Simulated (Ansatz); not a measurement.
**LiZnF3 in R-3c, a phase reached by a soft mode: a soft mode frozen in**

Wanted: the energy along a soft mode of LiZnF3 in R-3c, a phase reached by a soft mode and the structure at the end.

Main program and level: Ansatz 0.2.0; DFT PBEsol, scalar-relativistic, plane waves, PAW; PAW set soft_1.

Report form: the programs' logs are mostly left out.

The structure was built from a prototype and need not be the compound's stable phase.

### Step 1. The starting structure

The structure is trigonal, space group R-3c (No. 167). The conventional cell has a = 5.183 Å, b = 5.183 Å, c = 13.847 Å, α = 90.00°, β = 90.00°, γ = 120.00°. Nearest to Li lie 3 F at 1.84 Å. Nearest to Zn lie 6 F at 2.03 Å. F has 1 Li at 1.84 Å and 2 Zn at 2.03 Å nearest. Farther neighbours and most contacts between anions are not listed.

### Step 2. Linear response at the zone centre

This phase was reached earlier by freezing in an unstable mode of a structure of higher symmetry and relaxing. Its zone-centre modes can show that it is still unstable.

Contents of input.yaml:

```yaml
crystal:
  lattice:
    - [2.5913554486, 1.4961197658, 4.6156195409]
    - [-2.5913554486, 1.4961197658, 4.6156195409]
    - [0.0, -2.9922395316, 4.6156195409]
  atoms:
    - { symbol: Li, position: [0.75, 0.75, 0.75] }
    - { symbol: Li, position: [0.25, 0.25, 0.25] }
    - { symbol: Zn, position: [0.5, 0.5, 0.5] }
    - { symbol: Zn, position: [0.0, 0.0, 0.0] }
    - { symbol: F, position: [0.25, 0.8942970337, 0.6057029663] }
    - { symbol: F, position: [0.75, 0.1057029663, 0.3942970337] }
    - { symbol: F, position: [0.6057029663, 0.25, 0.8942970337] }
    - { symbol: F, position: [0.3942970337, 0.75, 0.1057029663] }
    - { symbol: F, position: [0.8942970337, 0.6057029663, 0.25] }
    - { symbol: F, position: [0.1057029663, 0.3942970337, 0.75] }
kpoints:
  mp_grid: { grid: [6, 6, 6] }
hamiltonian:
  xc: pbesol
  pseudopotentials: { kind: paw, azcp: { folder: soft_1 }, xc_functional: pbe }
scf:
  occupations: { method: fixed }
output:
  eigenvalues: true
phonons:
  method: dfpt
  dielectric: true
  rigid_motions: translations
```

On the command line:

```console
$ ansatz run input.yaml --threads 4 --pin off --max-ram 16384MiB --backend cpu --events-out ev --progress --plain --runs-dir out
```

Elapsed: 2.4 min, on 4 threads of Intel Xeon Platinum 8375C at 2.90GHz (Ice Lake), shared host; peak memory 2.4 GiB.

Numbers from this step:

- gap on the k-mesh: 4.159 eV
- volume per atom: 10.74 Å³
- sum-rule residual before enforcement: 1.90e-4 eV/Å²
- miss of the charge sum rule: 1.70e-4 e
- point group: -3m
- highest optical mode at the zone centre (no LO-TO term): 504.8 cm⁻¹
- lowest optical zone-centre mode: -153.5 cm⁻¹
- mean high-frequency dielectric constant: 2.377
- largest Born charge (third of the trace): 2.258 e
- top of the zone-centre spectrum with the field: 613.1 cm⁻¹

Without the LO-TO term. Patterns of degenerate modes are one choice out of their space. The modes at Γ (shares of kinetic energy by element, %) (negative means imaginary):

```csv
mode,frequency (cm⁻¹),symmetry,Li %,Zn %,F %
1,-153.5,A2u,72,1,27
2,-112.0,A2g,81,0,19
3,0.0,acoustic,5,51,44
4,0.0,acoustic,5,51,44
5,0.0,acoustic,5,51,44
6,100.0,Eu,2,4,94
7,100.0,Eu,2,4,94
8,124.8,Eg,4,0,96
9,124.8,Eg,4,0,96
10,179.8,Eu,3,77,19
11,179.8,Eu,3,77,19
12,182.1,A2u,22,37,40
13,215.3,A1u,0,91,9
14,262.9,Eg,2,0,98
15,262.9,Eg,2,0,98
16,266.5,Eu,5,61,34
17,266.5,Eu,5,61,34
18,277.0,A2g,18,0,82
19,284.0,Eg,8,0,92
20,284.0,Eg,8,0,92
21,306.5,A1g,0,0,100
22,332.2,A1u,0,9,91
23,376.2,A2u,0,11,89
24,402.3,Eu,5,8,88
25,402.3,Eu,5,8,88
26,477.6,A2g,0,0,100
27,496.2,Eu,79,0,20
28,496.2,Eu,79,0,20
29,504.8,Eg,85,0,15
30,504.8,Eg,85,0,15
```

Displacements in mode 1 (-153.5 cm⁻¹), the largest set to 1:
```
Li1  0.00  0.00  1.00
Li2  0.00  0.00  1.00
Zn3  0.00  0.00  0.05
Zn4  0.00  0.00  0.05
F5  -0.10 -0.06 -0.18
F6  -0.10 -0.06 -0.18
F7   0.10 -0.06 -0.18
F8   0.10 -0.06 -0.18
F9   0.00  0.12 -0.18
F10  0.00  0.12 -0.18
```

Displacements in mode 28 (496.2 cm⁻¹), the largest set to 1:
```
Li1  1.00  0.00  0.00
Li2  1.00  0.00  0.00
Zn3 -0.02  0.00  0.00
Zn4 -0.02  0.00  0.00
F5  -0.02  0.13 -0.02
F6  -0.02  0.13 -0.02
F7  -0.02 -0.13  0.02
F8  -0.02 -0.13  0.02
F9  -0.24  0.00  0.00
F10 -0.24  0.00  0.00
```

Before it was imposed, the acoustic sum rule was missed by 1.9e-4 eV/Å² and the charge sum rule by 1.7e-4 e. Small misses are needed for a sound result but don't prove that mesh and cutoff are converged. The lowest optical mode is imaginary, 153.5i cm⁻¹, so the energy falls along it.

### Step 3. The mode frozen in, largest atomic shift 0 Å

The mode followed lies at Γ with frequency 153.5i cm⁻¹, the softest among the wavevectors solved. At small amplitude the distorted cell has space group no. 161 by a symmetry search on the positions. The undistorted cell that holds it gives the zero of energy on the same k mesh.

Edit input.yaml of step 2 so:

```diff
@@ -22,8 +22,6 @@
 scf:
-  occupations: { method: fixed }
+  occupations: { method: gaussian, width: 0.02 }
 output:
+  forces: true
+  stress: true
   eigenvalues: true
-phonons:
-  method: dfpt
-  dielectric: true
-  rigid_motions: translations
```

Elapsed: 2.4 s, on 4 threads; peak memory 0.57 GiB.

Numbers from this step:

- pressure: -5.16e-4 GPa
- energy from the undistorted cell: 0 meV/atom

At this level the gap is 4.16 eV on the k-mesh of the self-consistent run, which can miss the band edges.

### Step 4. The mode frozen in, largest atomic shift 0.6 Å

The atoms are moved along the unstable eigenvector, the largest shift by 0.6 Å, with the cell fixed.

input.yaml, the sections that differ from step 3:

```yaml
crystal:
  lattice:
    - [2.5913554486, 1.4961197658, 4.6156195409]
    - [-2.5913554486, 1.4961197658, 4.6156195409]
    - [0.0, -2.9922395316, 4.6156195409]
  atoms:
    - { symbol: Li, position: [0.7933311278, 0.7933311278, 0.7933311278] }
    - { symbol: Li, position: [0.2933311278, 0.2933311278, 0.2933311278] }
    - { symbol: Zn, position: [0.5020331956, 0.5020331956, 0.5020331956] }
    - { symbol: Zn, position: [0.0020331956, 0.0020331956, 0.0020331956] }
    - { symbol: F, position: [0.2263603201, 0.8947041156, 0.6061100483] }
    - { symbol: F, position: [0.7263603201, 0.1061100483, 0.3947041156] }
    - { symbol: F, position: [0.6061100483, 0.2263603201, 0.8947041156] }
    - { symbol: F, position: [0.3947041156, 0.7263603201, 0.1061100483] }
    - { symbol: F, position: [0.8947041156, 0.6061100483, 0.2263603201] }
    - { symbol: F, position: [0.1061100483, 0.3947041156, 0.7263603201] }
# kpoints, hamiltonian, scf, output: as in step 3
```

Wall time 3.8 s (4 threads); peak memory 0.51 GiB; 14 s of CPU time.

Numbers from this step:

| Quantity | Value |
| --- | --- |
| pressure | -1.889 GPa |
| gap on the k-mesh | 4.187 eV |
| energy from the undistorted cell | -15.23 meV/atom |

The energy, extrapolated to zero smearing, is -15.23 meV/atom against the undistorted cell.

The run ends at a pressure of -1.89 GPa, with forces up to 0.20 eV/Å.

### Step 5. Energy along the mode, all amplitudes (two of the runs are shown above)

An imaginary frequency means negative curvature, so the energy should fall and then rise again as anharmonic terms take over.

This step gave:

- depth at the lowest point sampled: 15.23 meV/atom
- largest atomic shift at that point: 0.6 Å

Table of energy from the parent by largest atomic shift:

```csv
largest atomic shift (Å),energy from the parent (meV/atom)
0.000,0
0.040,-0.134
0.080,-0.53
0.140,-1.59
0.220,-3.72
0.320,-7.16
0.450,-11.8
0.600,-15.2
```

Displacement at unit largest shift by atom:

```csv
atom,x (Å),y (Å),z (Å),size
Li1,0.00,0.00,1.00,1.00
Li2,0.00,0.00,1.00,1.00
Zn3,0.00,0.00,0.05,0.05
Zn4,0.00,0.00,0.05,0.05
F5,-0.10,-0.06,-0.18,0.21
F6,-0.10,-0.06,-0.18,0.21
F7,0.10,-0.06,-0.18,0.21
F8,0.10,-0.06,-0.18,0.21
F9,0.00,0.12,-0.18,0.21
F10,0.00,0.12,-0.18,0.21
```

The lowest of the steps tried is the last one, at 0.6 Å, 15.2 meV/atom below the parent; the bottom of the well need not coincide with a step.

### Step 6. Relaxation from the frozen mode

Starting from the lowest point found, all atoms and the cell are let go, so that strain and other modes of the same symmetry can join in.

Edit input.yaml of step 4 so:

```diff
@@ -22,3 +22,3 @@
 scf:
-  occupations: { method: gaussian, width: 0.02 }
+  occupations: { method: fixed }
 output:
@@ -27 +27,6 @@
   eigenvalues: true
+relax:
+  adjacent_minimum: "off"
+  f_tol: 0.002
+  max_steps: 120
+  cell: { stress_tol: 0.03 }
```

Wall time 32 s (4 threads); peak memory 0.57 GiB.

Step by step:

```csv
step,energy less that of the first step (eV),largest force component (eV/Å),pressure (GPa),volume (Å³)
1,0.0000,0.1987,-1.89,107.37
2,-0.0367,0.1787,-1.14,106.18
3,-0.0792,0.1545,0.53,103.07
4,-0.0828,0.1179,0.26,103.21
5,-0.0876,0.0076,0.08,103.17
6,-0.0873,0.0038,-0.03,103.29
7,-0.0874,0.0006,0.00,103.27
8*,-0.0767,0.0016,-0.19,103.27
9,-0.0777,0.0012,0.01,103.01
10*,-0.0770,0.0011,0.00,103.01
```

Relaxation steps marked * repeat the geometry before them on a plane-wave basis chosen anew for their cell, so energy and pressure can jump there.

Forces are held to the 6 operations that the run works with; a distortion that breaks them can't arise in this run.

```csv
"conventional cell, symmetrised",before,after,change
a (Å),5.183,5.085,-1.9 %
b (Å),5.183,5.085,-1.9 %
c (Å),13.847,13.801,-0.3 %
volume (Å³/atom),10.74,10.30,-4.1 %
```

The atoms that moved most (Å, as changes of fractional coordinates times the final cell):

```csv
atom,dx,dy,dz,length
F6,-0.012,-0.066,-0.042,0.079
F7,0.012,-0.066,-0.042,0.079
F10,-0.051,0.044,-0.042,0.079
F9,0.051,0.044,-0.042,0.079
F8,0.063,0.022,-0.042,0.079
F5,-0.063,0.022,-0.042,0.079
Li1,0.000,0.000,0.072,0.072
Li2,0.000,0.000,0.072,0.072
```

Numbers from this step:

| Quantity | Value |
| --- | --- |
| pressure | 0.004229 GPa |
| gap on the k-mesh | 4.339 eV |
| volume per atom | 10.30 Å³ |

The distorted start has space group R3c; the relaxation ends in R3c.

### Step 7. The new phase in its own primitive cell

The relaxed structure is symmetrised, reduced to its primitive cell and relaxed tightly, as its phonons need.

Contents of input.yaml:

```yaml
crystal:
  lattice:
    - [2.54237892, 1.4678431539, 4.600341919]
    - [-2.54237892, 1.4678431539, 4.600341919]
    - [0.0, -2.9356863077, 4.600341919]
  atoms:
    - { symbol: Li, position: [0.2014207178, 0.2014207178, 0.2014207178] }
    - { symbol: Li, position: [0.7014207178, 0.7014207178, 0.7014207178] }
    - { symbol: Zn, position: [0.4941915707, 0.4941915707, 0.4941915707] }
    - { symbol: Zn, position: [0.9941915707, 0.9941915707, 0.9941915707] }
    - { symbol: F, position: [0.4019384578, 0.093316199, 0.7865942472] }
    - { symbol: F, position: [0.593316199, 0.9019384578, 0.2865942472] }
    - { symbol: F, position: [0.093316199, 0.7865942472, 0.4019384578] }
    - { symbol: F, position: [0.9019384578, 0.2865942472, 0.593316199] }
    - { symbol: F, position: [0.7865942472, 0.4019384578, 0.093316199] }
    - { symbol: F, position: [0.2865942472, 0.593316199, 0.9019384578] }
kpoints:
  mp_grid: { grid: [6, 6, 6] }
hamiltonian:
  xc: pbesol
  pseudopotentials: { kind: paw, azcp: { folder: soft_1 }, xc_functional: pbe }
scf:
  occupations: { method: fixed }
output:
  forces: true
  stress: true
  eigenvalues: true
relax:
  adjacent_minimum: "off"
  f_tol: 0.001
  max_steps: 60
  cell: { stress_tol: 0.01 }
```

The job ended after 10 s (4 threads; peak memory 0.55 GiB; 38 s of CPU time).

Little changed from the start: no atom moved by 0.005 Å and no cell edge by 0.1 %.

This step gave:

- pressure: 0.002363 GPa
- direct gap on mesh: 4.339 eV

The largest force component left is 0.64 meV/Å and the pressure is 0.002 GPa, within the tolerances set. The cell now holds 10.30 Å³/atom.

### Step 8. Modes of the new phase

A relaxed structure may still be a saddle point, so its zone-centre modes are computed. The response to a homogeneous field gives the Born charges and the dielectric tensor.

Contents of input.yaml:

```yaml
crystal:
  lattice:
    - [2.5422815565, 1.467786941, 4.6007918566]
    - [-2.5422815565, 1.467786941, 4.6007918566]
    - [0.0, -2.935573882, 4.6007918566]
  atoms:
    - { symbol: Li, position: [0.2014266177, 0.2014266177, 0.2014266177] }
    - { symbol: Li, position: [0.7014266177, 0.7014266177, 0.7014266177] }
    - { symbol: Zn, position: [0.4941857797, 0.4941857797, 0.4941857797] }
    - { symbol: Zn, position: [0.9941857797, 0.9941857797, 0.9941857797] }
    - { symbol: F, position: [0.4019204343, 0.0933064666, 0.7866218941] }
    - { symbol: F, position: [0.5933064666, 0.9019204343, 0.2866218941] }
    - { symbol: F, position: [0.0933064666, 0.7866218941, 0.4019204343] }
    - { symbol: F, position: [0.9019204343, 0.2866218941, 0.5933064666] }
    - { symbol: F, position: [0.7866218941, 0.4019204343, 0.0933064666] }
    - { symbol: F, position: [0.2866218941, 0.5933064666, 0.9019204343] }
kpoints:
  mp_grid: { grid: [6, 6, 6] }
hamiltonian:
  xc: pbesol
  pseudopotentials: { kind: paw, azcp: { folder: soft_1 }, xc_functional: pbe }
scf:
  occupations: { method: fixed }
output:
  eigenvalues: true
phonons:
  method: dfpt
  dielectric: true
  rigid_motions: translations
```

Run time: 2.6 min. Hardware: 4 threads; peak memory 2.4 GiB.

Numbers from this step:

| Quantity | Value |
| --- | --- |
| sum-rule residual before enforcement | 4.70e-5 eV/Å² |
| miss of the charge sum rule | 2.52e-5 e |
| point group | 3m |
| highest optical mode at the zone centre (no LO-TO term) | 479.8 cm⁻¹ |
| lowest optical zone-centre mode | 145.1 cm⁻¹ |
| mean high-frequency dielectric constant | 2.414 |
| largest Born charge (third of the trace) | 2.256 e |
| mean static dielectric constant | 9.084 |
| top of the zone-centre spectrum with the field | 548.4 cm⁻¹ |

Without the LO-TO term. Patterns of degenerate modes are one choice out of their space. The modes at Γ (shares of kinetic energy by element, %):

```csv
mode,frequency (cm⁻¹),symmetry,Li %,Zn %,F %
1,0.0,acoustic,5,51,44
2,0.0,acoustic,5,51,44
3,0.0,acoustic,5,51,44
4,145.1,E,5,5,90
5,145.1,E,5,5,90
6,153.3,A2,17,72,11
7,167.9,A1,1,35,64
8,170.3,E,1,28,71
9,170.3,E,1,28,71
10,181.7,E,2,54,44
11,181.7,E,2,54,44
12,229.6,E,0,21,79
13,229.6,E,0,21,79
14,254.7,A2,12,0,88
15,263.7,A1,54,5,40
16,272.0,E,4,14,82
17,272.0,E,4,14,82
18,293.5,A1,38,2,61
19,315.5,A2,3,17,80
20,316.5,E,12,15,72
21,316.5,E,12,15,72
22,352.9,E,76,2,22
23,352.9,E,76,2,22
24,381.0,A2,67,11,22
25,381.4,A1,2,7,91
26,392.2,E,90,3,7
27,392.2,E,90,3,7
28,419.1,E,3,8,89
29,419.1,E,3,8,89
30,479.8,A2,0,0,100
```

Displacements in mode 4 (145.1 cm⁻¹), the largest set to 1:
```
Li1  0.00 -0.63  0.00
Li2  0.55  0.30  0.00
Zn3  0.10 -0.19  0.00
Zn4  0.21  0.01  0.00
F5   0.29  0.53 -0.79
F6   0.13  0.23 -0.23
F7  -0.56  0.50  0.99
F8  -0.72  0.23  1.00
F9  -0.11 -0.22 -0.20
F10 -0.30 -0.51 -0.77
```

Displacements in mode 8 (170.3 cm⁻¹), the largest set to 1:
```
Li1 -0.28  0.10  0.00
Li2 -0.09  0.28  0.00
Zn3  0.58  0.34  0.00
Zn4 -0.36 -0.57  0.00
F5   0.27  0.50 -0.48
F6  -0.91 -0.72  0.84
F7   0.79  0.60 -0.50
F8  -0.41 -0.54  0.01
F9   0.44  1.00  0.98
F10 -0.82 -0.20 -0.86
```

Optical modes at the zone centre, without and with the macroscopic field of the longitudinal modes; each column is sorted by frequency, so a row need not hold one and the same mode. Modes with and without the field, by row:

```csv
rank among optical modes,no field (cm⁻¹),"q along (1, 0, 0) (cm⁻¹)","q along (0, 0, 1) (cm⁻¹)"
1,145.1,145.1,145.1
2,145.1,153.3,145.1
3,153.3,154.6,153.3
4,167.9,167.9,170.3
5,170.3,170.3,170.3
6,170.3,171.3,181.7
7,181.7,181.7,181.7
8,181.7,189.5,225.8
9,229.6,229.6,229.6
10,229.6,243.5,229.6
11,254.7,254.7,254.7
12,263.7,263.7,272
13,272,272,272
14,272,279.6,275.7
15,293.5,293.5,315.5
16,315.5,315.5,316.5
17,316.5,316.5,316.5
18,316.5,316.5,326.7
19,352.9,352.9,352.9
20,352.9,381,352.9
21,381,381.4,381
22,381.4,386.6,392.2
23,392.2,392.2,392.2
24,392.2,410.6,419.1
25,419.1,419.1,419.1
26,419.1,479.8,479.8
27,479.8,548.4,522.9
```

Born charge (rows field, columns displacement) (e), principal values of the symmetric part by kind of site:

```csv
atom,atoms with these values,low,middle,high,mean
Li1,2,1.05,1.10,1.10,1.08
Zn3,2,2.25,2.25,2.27,2.26
F5,6,-1.52,-0.99,-0.83,-1.11
```

In full for F5:

```
-0.97  0.01  0.06
 0.00 -1.26 -0.31
 0.08 -0.33 -1.11
```

High-frequency dielectric tensor:

```
2.41 0.00 0.00
0.00 2.41 0.00
0.00 0.00 2.41
```

Static dielectric tensor (ions relaxed, fixed cell):

```
 8.07  0.00  0.00
 0.00  8.07  0.00
 0.00  0.00 11.12
```

Transverse modes. Infrared lines, with heights relative to the strongest:

```csv
position (cm⁻¹),lines merged,relative intensity
145,1,12
153,1,0.0
168,1,37
170,1,1.3
182,1,7.9
230,1,19
255,1,0.0
264,1,8.6
272,1,10
294,1,12
316,2,0.1
353,1,100
381,2,31
392,1,12
419,1,18
480,1,0.0
```

Before it was imposed, the acoustic sum rule was missed by 4.7e-5 eV/Å² and the charge sum rule by 2.5e-5 e. Small misses are needed for a sound result but don't prove that mesh and cutoff are converged. The lowest optical mode is real, 145 cm⁻¹.

### Step 9. The phases reached

The phases reached along the modes that were followed are set side by side.

Energies are those of the first relaxation, on the mesh of the frozen mode; space group, volume and gap are those of the last relaxation. Phases, by row:

```csv
mode frozen in,space group,energy from parent (meV/atom),volume (Å³/atom),gap on mesh (eV),lowest zone-centre optical mode (cm⁻¹),largest shift (Å)
parent,R-3c,0,10.74,4.159,–,–
"q = (0, 0, 0), 154i cm⁻¹",R3c,-22.93,10.3,4.339,145.1,0.608
```

### Step 10. Summary of results

| Quantity | Value |
| --- | --- |
| unstable mode of the parent | q = (0, 0, 0), 154i cm⁻¹ |
| depth at the lowest point sampled | 15.2 meV/atom |
| largest atomic shift at that point | 0.6 Å |
| space group reached (within 0.01 Å) | R3c |
| energy gained over the parent (first relaxation, on the mesh of the frozen mode) | 22.9 meV/atom |
| volume per atom, phase reached | 10.3 Å³ |
| gap on the k-mesh, phase reached | 4.34 eV |
| lowest optical zone-centre mode, phase reached | 145 cm⁻¹ |
| highest optical mode at the zone centre (no LO-TO term), phase reached | 480 cm⁻¹ |

What this shows: Along this mode the structure falls into R3c, 22.9 meV/atom below the parent. At the parent's cell the well is 15.23 meV/atom deep on the steps tried, with its lowest point at a shift of 0.6 Å. That is the last step tried, so the steps alone don't bracket the bottom of the well. Relaxing atoms and cell changes the gain by +7.69 meV/atom against the lowest step (energies at zero smearing). The new phase has no imaginary mode at the zone centre of its cell; other wavevectors were not checked. Each path keeps the symmetry of its pattern, so a lower phase may lie along a pattern not tried. The PAW files were made for PBE and serve the other functionals too. The starting cell was built on a prototype and not taken from a measurement, so the phase need not exist.

[Logs are printed without paths, hosts, clocks, repeated set-up lines and the standing remarks that a program may print on its own settings, such as how far it seeks lower states.]

[Hosts, paths, dates, database ids (printed as entryN), source tags and the programs' standing remarks are cut or masked in the printed files.]
